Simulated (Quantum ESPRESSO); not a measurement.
# Collinear magnetic orders of Mn3Si with Quantum ESPRESSO, part 2 of 2

Aim: find out which collinear order of Mn3Si costs least.

Quantum ESPRESSO 7.5; LDA; plane waves with GBRV 1.5 LDA potentials, no spin-orbit coupling.

So far, absolute magnetization (μB): step 2 (start 1: ferro +++) 3.78; step 3 (Kohn–Sham states 35, start moments [3.5, -3.5, -3.5, 0.0] μB) 3.78.

### Step 4. Run 3, typed as ferri ++−

Contents of pw.in:

```
&CONTROL
  calculation = 'scf'
  prefix = 'pwscf'
  outdir = './tmp'
  pseudo_dir = './pseudo'
  disk_io = 'nowf'
/
&SYSTEM
  ibrav = 0
  celldm(1) = 8
  nat = 4
  ntyp = 3
  ecutwfc = 40
  ecutrho = 280
  nbnd = 35
  occupations = 'smearing'
  smearing = 'fd'
  degauss = 0.00734986
  nspin = 2
  starting_magnetization(1) = 0.2333
  starting_magnetization(2) = -0.2333
  starting_magnetization(3) = 0
/
&ELECTRONS
  conv_thr = 8d-09
  electron_maxstep = 150
  mixing_beta = 0.3
/
ATOMIC_SPECIES
Mn1    54.9380 mn_lda_v1.5.uspp.F.UPF
Mn2    54.9380 mn_lda_v1.5.uspp.F.UPF
Si     28.0850 si_lda_v1.uspp.F.UPF
CELL_PARAMETERS alat
   0.0000000000000    0.6758133053193    0.6758133053193
   0.6758133053193    0.0000000000000    0.6758133053193
   0.6758133053193    0.6758133053193    0.0000000000000
ATOMIC_POSITIONS crystal
Mn1     0.5000000000    0.5000000000    0.5000000000
Mn1     0.2500000000    0.2500000000    0.2500000000
Mn2     0.7500000000    0.7500000000    0.7500000000
Si      0.0000000000    0.0000000000    0.0000000000
K_POINTS automatic
8 8 8 0 0 0
```

Run with:

```console
$ OMP_NUM_THREADS=1 mpirun -n 4 pw.x -nk 4 -in pw.in > pw.out
```

What it wrote:

```text
     [... lines left out ...]
Program PWSCF v.7.5 starts
     [... lines left out ...]
     number of atoms/cell      =            4
     [... lines left out ...]
     number of electrons       =        49.00
     number of Kohn-Sham states=           35
     kinetic-energy cutoff     =      40.0000  Ry
     charge density cutoff     =     280.0000  Ry
     scf convergence threshold =      8.0E-09
     [... lines left out ...]
     24 Sym. Ops. (no inversion) found
     [... lines left out ...]
     number of k points=    29  Fermi-Dirac smearing, width (Ry)=  0.0073
     [... lines left out ...]
     iteration # 21     ecut=    40.00 Ry     beta= 0.30
     [... lines left out ...]
     Magnetic moment per site  (integrated on atomic sphere of radius R)
     atom   1 (R=0.241)  charge= 13.3306  magn=  2.2998
     atom   2 (R=0.241)  charge= 13.4047  magn= -0.6209
     atom   3 (R=0.241)  charge= 13.4048  magn= -0.6206
     atom   4 (R=0.241)  charge=  2.1368  magn=  0.0303
     [... lines left out ...]
     the Fermi energy is    16.7458 ev
!    total energy              =    -643.29242432 Ry
     estimated scf accuracy    <          6.5E-09 Ry
     smearing contrib. (-TS)   =      -0.00958909 Ry
     [... lines left out ...]
     total magnetization       =     1.14 Bohr mag/cell
     absolute magnetization    =     3.78 Bohr mag/cell
     convergence has been achieved in  21 iterations
```

It took 19 s on 4 MPI ranks of Intel Xeon Platinum 8488C (Sapphire Rapids), shared host; peak memory 0.41 GiB; 75 s of CPU time.

Spin moment in the atom's sphere by atom:

| atom | spin moment in the atom's sphere (μB) |
| --- | --- |
| Mn1 | 2.30 |
| Mn2 | -0.62 |
| Mn3 | -0.62 |
| Si4 | 0.03 |

This step gave:

- smearing term TS: 0.1305 eV
- magnetization: 1.136 μB
- absolute magnetization: 3.776 μB
- final state: ferrimagnetic

The typed signs were not kept.

### Step 5. Run 4, typed as no spin polarisation

Contents of pw.in:

```
&CONTROL
  calculation = 'scf'
  prefix = 'pwscf'
  outdir = './tmp'
  pseudo_dir = './pseudo'
  disk_io = 'nowf'
/
&SYSTEM
  ibrav = 0
  celldm(1) = 8
  nat = 4
  ntyp = 2
  ecutwfc = 40
  ecutrho = 280
  nbnd = 33
  occupations = 'smearing'
  smearing = 'fd'
  degauss = 0.00734986
/
&ELECTRONS
  conv_thr = 8d-09
  electron_maxstep = 150
  mixing_beta = 0.3
/
ATOMIC_SPECIES
Mn     54.9380 mn_lda_v1.5.uspp.F.UPF
Si     28.0850 si_lda_v1.uspp.F.UPF
CELL_PARAMETERS alat
   0.0000000000000    0.6758133053193    0.6758133053193
   0.6758133053193    0.0000000000000    0.6758133053193
   0.6758133053193    0.6758133053193    0.0000000000000
ATOMIC_POSITIONS crystal
Mn      0.5000000000    0.5000000000    0.5000000000
Mn      0.2500000000    0.2500000000    0.2500000000
Mn      0.7500000000    0.7500000000    0.7500000000
Si      0.0000000000    0.0000000000    0.0000000000
K_POINTS automatic
8 8 8 0 0 0
```

What it wrote:

```text
     [... lines left out ...]
Program PWSCF v.7.5 starts
     [... lines left out ...]
     number of atoms/cell      =            4
     [... lines left out ...]
     number of electrons       =        49.00
     number of Kohn-Sham states=           33
     kinetic-energy cutoff     =      40.0000  Ry
     charge density cutoff     =     280.0000  Ry
     scf convergence threshold =      8.0E-09
     [... lines left out ...]
     48 Sym. Ops., with inversion, found
     [... lines left out ...]
     number of k points=    29  Fermi-Dirac smearing, width (Ry)=  0.0073
     [... lines left out ...]
     iteration # 15     ecut=    40.00 Ry     beta= 0.30
     [... lines left out ...]
     the Fermi energy is    16.8021 ev
!    total energy              =    -643.27147038 Ry
     estimated scf accuracy    <          3.1E-09 Ry
     smearing contrib. (-TS)   =      -0.01626354 Ry
     [... lines left out ...]
     convergence has been achieved in  15 iterations
```

Elapsed: 7.9 s, on 4 MPI ranks; peak memory 0.35 GiB.

Read from the output:

```
smearing term TS : 0.2213 eV
final state      : non-magnetic (no spin polarisation)
```

### Step 6. Ranking

An order is kept where moments of 0.15 μB or more survive with the typed signs; meshes match where a doubled cell samples the same k points as the first cell.

Ferrimagnetic means that a moment over 0.15 μB on a transition or rare-earth metal, induced ones included, opposes the net moment. Orders:

| start | final state | typed order kept | energy over the lowest (meV a seeded atom) | largest site moment (μB) | net moment (μB a cell of the first run) | mesh matched | CPU time (s) |
| --- | --- | --- | --- | --- | --- | --- | --- |
| ferro +++ | ferrimagnetic | no | 0 | 2.3 | 1.135 | yes | 136.3 |
| ferri +-- | ferrimagnetic | yes | 0 | 2.3 | 1.135 | yes | 74.15 |
| ferri ++- | ferrimagnetic | no | 0 | 2.3 | 1.136 | yes | 75.05 |
| no spin polarisation | non-magnetic | - | 95.03 | 0 | 0 | yes | 30.65 |

### Step 7. Results

```yaml
lowest_state_found: ferrimagnetic (from ferro +++, ferri +-- and ferri ++-)
largest_site_moment: 2.30 μB
state_without_moments: 95.0 meV a seeded atom higher
```

In words: 2 starts left the typed signs, so such an energy belongs to the state reached, not the one typed. Only these 4 starts were compared; other wavevectors, canted and longer-period orders were not. Energies are free energies at an electronic temperature of 1160 K, which lowers moments and differences where the moments are itinerant.

[Logs and program files are shortened in this print: banners, set-up blocks, solver, clock and traceback lines can be left out without a mark of their own.]

[Logs are printed without paths, hosts, clocks, repeated set-up lines and the standing remarks that a program may print on its own settings, such as how far it seeks lower states.]

[Hosts, paths, dates, database ids (printed as entryN), source tags and the programs' standing remarks are cut or masked in the printed files.]

[Where a cell is said to come from a database of computed structures, the database is the Materials Project.]
